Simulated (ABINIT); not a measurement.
**Quasiparticle gap of BiOCl (P4/nmm) in ABINIT**

Aim: the G0W0 gap of BiOCl (P4/nmm) on PBEsol, step by step.

Program: ABINIT 10.8.3. Level of theory: PBEsol and many-body steps on it, plane waves. Results are calculated unless marked as measured.

**What was measured.**

- Gap 3.36 eV: optical gap from Kubelka-Munk/Tauc analysis; UV-vis diffuse reflectance; powder (solvothermal hierarchical microspheres made without additive) (“Hydrothermal Crystallization of Bismuth Oxychlorides (BiOCl) Using Different Shape Control Reagents”, 2021, pmc:8123882).

- Gap 3.44 eV: optical gap from Tauc plot; UV-vis diffuse reflectance; powder (hydrothermal powder) (“Synergistic Piezo-Photocatalysis of BiOCl/NaNbO3 Heterojunction Piezoelectric Composite for High-Efficient Organic Pollutant Degradation”, 2022, pmc:8839476).

Report form: the programs' logs are mostly left out.

## Step 1: Starting point

Symmetry: P4/nmm, No. 129, tetragonal system. The conventional cell has a = 3.886 Å, b = 3.886 Å, c = 7.349 Å, α = 90.00°, β = 90.00°, γ = 90.00°. Bi has 4 O at 2.31 Å and 4 Cl at 3.06 Å nearest. Nearest to Cl lie 4 Bi at 3.06 Å. Nearest to O lie 4 Bi at 2.31 Å. Farther neighbours and most contacts between anions are not listed.

The cell and positions come from the Crystallography Open Database and are kept as given unless a step says otherwise. Spin-orbit coupling is left out unless a step names it.

## Step 2: Ground state

This step: ABINIT 10.8.3; DFT, PBEsol, plane waves, norm-conserving pseudopotentials.

The ground-state density comes first.

File run.abi:

```
acell 3*1.0 Angstrom
rprim 
  3.885510000000 0.000000000000 0.000000000000
  0.000000000000 3.885510000000 0.000000000000
  0.000000000000 0.000000000000 7.348900000000
ntypat 3
znucl 83 17 8
natom 6
typat 1 1 2 2 3 3
xred 
  0.500000000000 0.000000000000 0.329040000000
  0.000000000000 0.500000000000 0.670960000000
  0.000000000000 0.500000000000 0.147200000000
  0.500000000000 0.000000000000 0.852800000000
  0.000000000000 0.000000000000 0.500000000000
  0.500000000000 0.500000000000 0.500000000000
pp_dirpath "pseudos"
pseudos "Bi.upf, Cl.upf, O.upf"
ecut 42
ngkpt 6 6 4
nshiftk 1
shiftk 0 0 0
kptopt 1
chksymbreak 0
nband 43
occopt 1
tolvrs 1e-10
nstep 60
prtwf 0
optforces 0
optstress 0
indata_prefix "in"
outdata_prefix "out"
tmpdata_prefix "tmp"
```

Run with:

```
OMP_NUM_THREADS=1 mpirun -n 8 abinit run.abi > log
```

It took 79 s on 8 MPI ranks of Intel Xeon 6975P-C (Granite Rapids), shared host; peak memory 1.1 GiB; 10 min of CPU time.

Numbers from this step:

* total energy: -14420.3299 eV
* gap: 2.591 eV
* k of the valence top: 0.3333, 0, 0.5
* k of the conduction bottom: 0, 0, 0.5
* least direct gap: 2.929 eV

The gap is indirect, with the least direct gap 0.34 eV higher.

## Step 3: Bands along the symmetry lines

Levels along a band path, at the cheap level, show where the edges lie and whether the meshes to come will hold them.

File run.abi:

```
acell 3*1.0 Angstrom
rprim 
  3.885510000000 0.000000000000 0.000000000000
  0.000000000000 3.885510000000 0.000000000000
  0.000000000000 0.000000000000 7.348900000000
ntypat 3
znucl 83 17 8
natom 6
typat 1 1 2 2 3 3
xred 
  0.500000000000 0.000000000000 0.329040000000
  0.000000000000 0.500000000000 0.670960000000
  0.000000000000 0.500000000000 0.147200000000
  0.500000000000 0.000000000000 0.852800000000
  0.000000000000 0.000000000000 0.500000000000
  0.500000000000 0.500000000000 0.500000000000
pp_dirpath "pseudos"
pseudos "Bi.upf, Cl.upf, O.upf"
ecut 42
iscf -2
irdden 1
kptopt 0
nkpt 75
kpt 
  0.00000000 0.00000000 0.00000000
  0.00000000 0.06250000 0.00000000
  0.00000000 0.12500000 0.00000000
  0.00000000 0.18750000 0.00000000
  0.00000000 0.25000000 0.00000000
  0.00000000 0.31250000 0.00000000
  0.00000000 0.37500000 0.00000000
  0.00000000 0.43750000 0.00000000
  0.00000000 0.50000000 0.00000000
  0.06250000 0.50000000 0.00000000
  0.12500000 0.50000000 0.00000000
  0.18750000 0.50000000 0.00000000
  0.25000000 0.50000000 0.00000000
  0.31250000 0.50000000 0.00000000
  0.37500000 0.50000000 0.00000000
  0.43750000 0.50000000 0.00000000
  0.50000000 0.50000000 0.00000000
  0.43750000 0.43750000 0.00000000
  0.37500000 0.37500000 0.00000000
  0.31250000 0.31250000 0.00000000
  0.25000000 0.25000000 0.00000000
  0.18750000 0.18750000 0.00000000
  0.12500000 0.12500000 0.00000000
  0.06250000 0.06250000 0.00000000
  0.00000000 0.00000000 0.00000000
  0.00000000 0.00000000 0.06250000
  0.00000000 0.00000000 0.12500000
  0.00000000 0.00000000 0.18750000
  0.00000000 0.00000000 0.25000000
  0.00000000 0.00000000 0.31250000
  0.00000000 0.00000000 0.37500000
  0.00000000 0.00000000 0.43750000
  0.00000000 0.00000000 0.50000000
  0.00000000 0.06250000 0.50000000
  0.00000000 0.12500000 0.50000000
  0.00000000 0.18750000 0.50000000
  0.00000000 0.25000000 0.50000000
  0.00000000 0.31250000 0.50000000
  0.00000000 0.37500000 0.50000000
  0.00000000 0.43750000 0.50000000
  0.00000000 0.50000000 0.50000000
  0.06250000 0.50000000 0.50000000
  0.12500000 0.50000000 0.50000000
  0.18750000 0.50000000 0.50000000
  0.25000000 0.50000000 0.50000000
  0.31250000 0.50000000 0.50000000
  0.37500000 0.50000000 0.50000000
  0.43750000 0.50000000 0.50000000
  0.50000000 0.50000000 0.50000000
  0.43750000 0.43750000 0.50000000
  0.37500000 0.37500000 0.50000000
  0.31250000 0.31250000 0.50000000
  0.25000000 0.25000000 0.50000000
  0.18750000 0.18750000 0.50000000
  0.12500000 0.12500000 0.50000000
  0.06250000 0.06250000 0.50000000
  0.00000000 0.00000000 0.50000000
  0.00000000 0.50000000 0.00000000
  0.00000000 0.50000000 0.06250000
  0.00000000 0.50000000 0.12500000
  0.00000000 0.50000000 0.18750000
  0.00000000 0.50000000 0.25000000
  0.00000000 0.50000000 0.31250000
  0.00000000 0.50000000 0.37500000
  0.00000000 0.50000000 0.43750000
  0.00000000 0.50000000 0.50000000
  0.50000000 0.50000000 0.00000000
  0.50000000 0.50000000 0.06250000
  0.50000000 0.50000000 0.12500000
  0.50000000 0.50000000 0.18750000
  0.50000000 0.50000000 0.25000000
  0.50000000 0.50000000 0.31250000
  0.50000000 0.50000000 0.37500000
  0.50000000 0.50000000 0.43750000
  0.50000000 0.50000000 0.50000000
istwfk *1
nband 43
nbdbuf 2
tolwfr 1e-08
nstep 40
prtwf 0
prtvol 0
indata_prefix "in"
outdata_prefix "out"
tmpdata_prefix "tmp"
```

Wall time 65 s (8 MPI ranks); peak memory 1.2 GiB.

This step gave:

- gap: 2.545 eV
- k of the valence top: 0, 0.4375, 0.5
- k of the conduction bottom: 0, 0, 0.5
- least direct gap: 2.929 eV

The gap is 2.545 eV, −0.046 eV from the run before at this level.

Electronic bands along the path, in eV, zero at the top of the highest filled band:

| point | band 33 | band 34 | band 35 | band 36 | band 37 | band 38 | band 39 | band 40 |
| --- | --- | --- | --- | --- | --- | --- | --- | --- |
| Γ | -1.06 | -1.06 | -0.99 | -0.78 | 3.05 | 3.75 | 5.30 | 5.30 |
| halfway | -1.05 | -0.54 | -0.38 | -0.30 | 4.29 | 4.65 | 4.80 | 5.00 |
| X | -0.92 | -0.92 | -0.09 | -0.09 | 4.55 | 4.55 | 5.19 | 5.19 |
| halfway | -1.05 | -1.05 | -0.70 | -0.70 | 4.54 | 4.54 | 5.40 | 5.40 |
| M | -0.72 | -0.72 | -0.66 | -0.66 | 4.06 | 4.06 | 5.81 | 5.81 |
| halfway | -0.84 | -0.64 | -0.52 | -0.39 | 3.92 | 5.02 | 5.17 | 5.49 |
| Γ | -1.06 | -1.06 | -0.99 | -0.78 | 3.05 | 3.75 | 5.30 | 5.30 |
| halfway | -0.92 | -0.92 | -0.74 | -0.54 | 2.78 | 3.36 | 5.30 | 5.30 |
| Z | -0.79 | -0.79 | -0.39 | -0.38 | 2.55 | 2.93 | 5.31 | 5.31 |
| halfway | -0.86 | -0.81 | -0.58 | -0.16 | 4.02 | 4.30 | 5.14 | 5.25 |
| R | -0.71 | -0.71 | -0.08 | -0.08 | 4.35 | 4.35 | 5.27 | 5.27 |
| halfway | -0.94 | -0.94 | -0.66 | -0.66 | 4.06 | 4.06 | 5.77 | 5.77 |
| A | -1.41 | -1.41 | -0.66 | -0.66 | 4.46 | 4.46 | 6.03 | 6.03 |
| halfway | -0.94 | -0.80 | -0.61 | -0.35 | 3.43 | 4.80 | 5.29 | 5.53 |
| Z | -0.79 | -0.79 | -0.39 | -0.38 | 2.55 | 2.93 | 5.31 | 5.31 |
| jump to X | -0.92 | -0.92 | -0.09 | -0.09 | 4.55 | 4.55 | 5.19 | 5.19 |
| halfway | -0.80 | -0.80 | -0.09 | -0.09 | 4.45 | 4.45 | 5.23 | 5.23 |
| R | -0.71 | -0.71 | -0.08 | -0.08 | 4.35 | 4.35 | 5.27 | 5.27 |
| jump to M | -0.72 | -0.72 | -0.66 | -0.66 | 4.06 | 4.06 | 5.81 | 5.81 |
| halfway | -1.03 | -1.03 | -0.66 | -0.66 | 4.26 | 4.26 | 5.93 | 5.93 |
| A | -1.41 | -1.41 | -0.66 | -0.66 | 4.46 | 4.46 | 6.03 | 6.03 |

## Step 4: Empty states on the mesh, 4×4×2 mesh, 89 bands

The sums over transitions need many empty states on a uniform mesh; this step solves for them.

File run.abi:

```
acell 3*1.0 Angstrom
rprim 
  3.885510000000 0.000000000000 0.000000000000
  0.000000000000 3.885510000000 0.000000000000
  0.000000000000 0.000000000000 7.348900000000
ntypat 3
znucl 83 17 8
natom 6
typat 1 1 2 2 3 3
xred 
  0.500000000000 0.000000000000 0.329040000000
  0.000000000000 0.500000000000 0.670960000000
  0.000000000000 0.500000000000 0.147200000000
  0.500000000000 0.000000000000 0.852800000000
  0.000000000000 0.000000000000 0.500000000000
  0.500000000000 0.500000000000 0.500000000000
pp_dirpath "pseudos"
pseudos "Bi.upf, Cl.upf, O.upf"
ecut 42
ngkpt 4 4 2
nshiftk 1
shiftk 0 0 0
kptopt 1
chksymbreak 0
iscf -2
irdden 1
istwfk *1
nband 89
nbdbuf 8
tolwfr 1e-09
nstep 60
prtvol 0
indata_prefix "in"
outdata_prefix "out"
tmpdata_prefix "tmp"
```

It took 43 s on 8 MPI ranks; peak memory 0.88 GiB.

Numbers from this step:

```
gap                                                           : 2.625 eV
k of the valence top                                          : 0.5, 0, 0.5
k of the conduction bottom                                    : 0, 0, 0.5
least direct gap                                              : 2.929 eV
k points computed                                             : 12
lowest point of the top converged band, above the valence top : 25.60 eV
```

On this mesh the gap is 2.625 eV. The earlier step found 2.591 eV, so this mesh misses an edge.

## Step 5: Screening, 4×4×2 mesh, 81 bands, screening to 87.1 eV

The RPA dielectric matrix is built and inverted for each q.

This step: RPA screening on PBEsol, plane waves, norm-conserving pseudopotentials.

Edit run.abi of step 4 so:

```diff
@@ -24,10 +24,11 @@
 chksymbreak 0
-iscf -2
-irdden 1
 istwfk *1
-nband 89
-nbdbuf 8
-tolwfr 1e-09
-nstep 60
-prtvol 0
+occopt 1
+irdwfk 1
+optdriver 3
+nband 81
+ecuteps 3.2
+inclvkb 2
+awtr 1
+symchi 1
 indata_prefix "in"
```

The job ended after 60 s (8 MPI ranks; peak memory 4.5 GiB; 8 min of CPU time).

Numbers from this step:

* ε∞ with local fields, on this mesh, along the program's q direction: 6.043
* the same without local fields: 6.820
* plasma frequency: 29.91 eV
* plane waves in the screening matrix: 195

Local fields lower ε∞ by 11 %. On a Γ-centred mesh this coarse the value itself is usually too large, while a short band sum pulls it down.

## Step 6: Self-energy, 4×4×2 mesh, 81 bands, screening to 87.1 eV

The self-energy is evaluated for the states that the input lists, and the levels follow from it, in one-shot runs by the linearised quasiparticle equation.

This step: G0W0 on PBEsol, plane waves, norm-conserving pseudopotentials.

Edit run.abi of step 5 so:

```diff
@@ -27,8 +27,19 @@
 irdwfk 1
-optdriver 3
+optdriver 4
 nband 81
+gwcalctyp 0
+ecutsigx 42
+symsigma 1
+nkptgw 3
+kptgw 
+  0.5000000000 0.0000000000 0.5000000000
+  0.0000000000 0.0000000000 0.5000000000
+  0.0000000000 0.0000000000 0.0000000000
+bdgw 
+  35 38
+  35 38
+  35 38
 ecuteps 3.2
-inclvkb 2
-awtr 1
-symchi 1
+irdscr 1
+ppmodel 1
 indata_prefix "in"
```

Elapsed: 8.6 s, on 8 MPI ranks; peak memory 2.5 GiB; 67 s of CPU time.

This step gave:

| Property | Result |
| --- | --- |
| G0W0 gap on the points computed | 3.768 eV |
| starting gap on the mesh | 2.625 eV |
| k of the valence top | 0.5, 0, 0.5 |
| k of the conduction bottom | 0, 0, 0.5 |
| Z at the valence top | 0.794 |
| Z at the conduction bottom | 0.837 |
| least direct G0W0 gap on the computed points | 3.889 eV |

The gap on the mesh goes from 2.62 eV to 3.77 eV, a correction of +1.14 eV. The start differs from the 2.59 eV found before because the two sample other k points.

Limits: finite bands, cutoff and mesh; no spin-orbit coupling; coarse k mesh. v1 is the top filled band, c1 the lowest empty one. The levels before and after the correction (eV, zero at the valence-band top of each column):

|  | conduction bottom | valence top |
| --- | --- | --- |
| Kohn-Sham | 2.62 | 0.00 |
| G0W0 | 3.77 | 0.00 |

|  | level | energy (eV) |
| --- | --- | --- |
| Kohn-Sham | (0.5 0 0.5) v2-v1 | 0.000 |
| Kohn-Sham | (0.5 0 0.5) c1-c2 | 4.427 |
| Kohn-Sham | (0 0 0.5) v2 | -0.308 |
| Kohn-Sham | (0 0 0.5) v1 | -0.304 |
| Kohn-Sham | (0 0 0.5) c1 | 2.625 |
| Kohn-Sham | (0 0 0.5) c2 | 3.008 |
| G0W0 | (0.5 0 0.5) v2-v1 | 0.000 |
| G0W0 | (0.5 0 0.5) c1-c2 | 5.754 |
| G0W0 | (0 0 0.5) v2 | -0.121 |
| G0W0 | (0 0 0.5) v1 | -0.655 |
| G0W0 | (0 0 0.5) c1 | 3.768 |
| G0W0 | (0 0 0.5) c2 | 4.305 |

## Step 7: Where the time went

Times are wall times on 8 MPI ranks of Intel Xeon 6975P-C (Granite Rapids), shared host, good to a factor of about two.

| step | time | share | memory (GiB) |
| --- | --- | --- | --- |
| ground state | 79 s | 31 % | 1.1 |
| bands along the symmetry lines | 65 s | 25 % | 1.2 |
| empty states on the mesh | 43 s | 17 % | 0.88 |
| screening | 60 s | 24 % | 4.5 |
| self-energy | 8.6 s | 3 % | 2.5 |

## Step 8: Outcome

- PBEsol gap: 2.55 eV, indirect
- G0W0 gap on the mesh: 3.77 eV
- G0W0 gap over the zone (rigid shift): 3.69 eV
- GW settings: 4×4×2 mesh, 81 bands, screening to 87.1 eV, Godby-Needs plasmon pole
- known limits: not at the basis limit; no spin-orbit coupling; coarse k mesh

In words: G0W0 moves the gap on the mesh from 2.62 eV to 3.77 eV (+1.14 eV), with Z of 0.79 and 0.84 at the edges. The mesh misses the band edges by 0.08 eV in all; a rigid shift gives 3.69 eV for the zone. Local fields lower the RPA ε∞ on this mesh from 6.82 to 6.04; a Γ-centred mesh this coarse tends to raise both, most where the direct gap is narrow, while a short band sum lowers them. Only 3 of the mesh's irreducible points were corrected, so a valley elsewhere could overtake. Against experiment, by G0W0@PBEsol: the gap of 3.69 eV lies +0.33 eV from the measured 3.36 eV (optical, 2021); the gap of 3.69 eV lies +0.25 eV from the measured 3.44 eV (optical, 2022). An exciton line or allowed optical edge lies below the quasiparticle gap by the binding energy; a forbidden edge can push the onset above it. The calculation has static nuclei and no excitons; a measured gap holds zero-point and thermal motion, which mostly lowers it. With atoms this heavy the missing spin-orbit coupling can matter too. Bands and cutoff are finite, so the gap is not at the basis limit. The miss can reach some tenths of an eV and take either sign; the mesh is an error of its own. In the G0W0 run levels were corrected at 3 k points alone, so a gap called «on the mesh» is the least over those, and an edge elsewhere would be missed. A denser mesh or path gives a starting gap of 2.55 eV: the GW mesh misses a band edge, so its gaps are not the fundamental one. The 4×4×2 mesh is coarse for this cell, which bears on the long-range parts of exchange and screening. Where an edge is built on 6p states of lead, bismuth or thallium, scalar-relativistic gaps usually stand too wide, by a few tenths to over one eV.

[Paths, hosts, dates, memory and timing lines, banners, echoed tables and standing remarks are left out of the program output.]

[Logs are printed without paths, hosts, clocks, repeated set-up lines and the standing remarks that a program may print on its own settings, such as how far it seeks lower states.]

[Runs of the session that timed out or met a known fault of the program may be left out.]

[Hosts, paths, dates, database ids (printed as entryN), source tags and the programs' standing remarks are cut or masked in the printed files.]

[G0W0 gaps are taken among the corrected bands and points alone; a level outside them can change the order at an edge.]

[Where Ansatz stands beside ABINIT at settings called matched, ABINIT's density can come from a denser mesh and the files from another edition; pairs whose starting gaps differed by over 0.03 eV were left out, so agreement reads better than it is.]
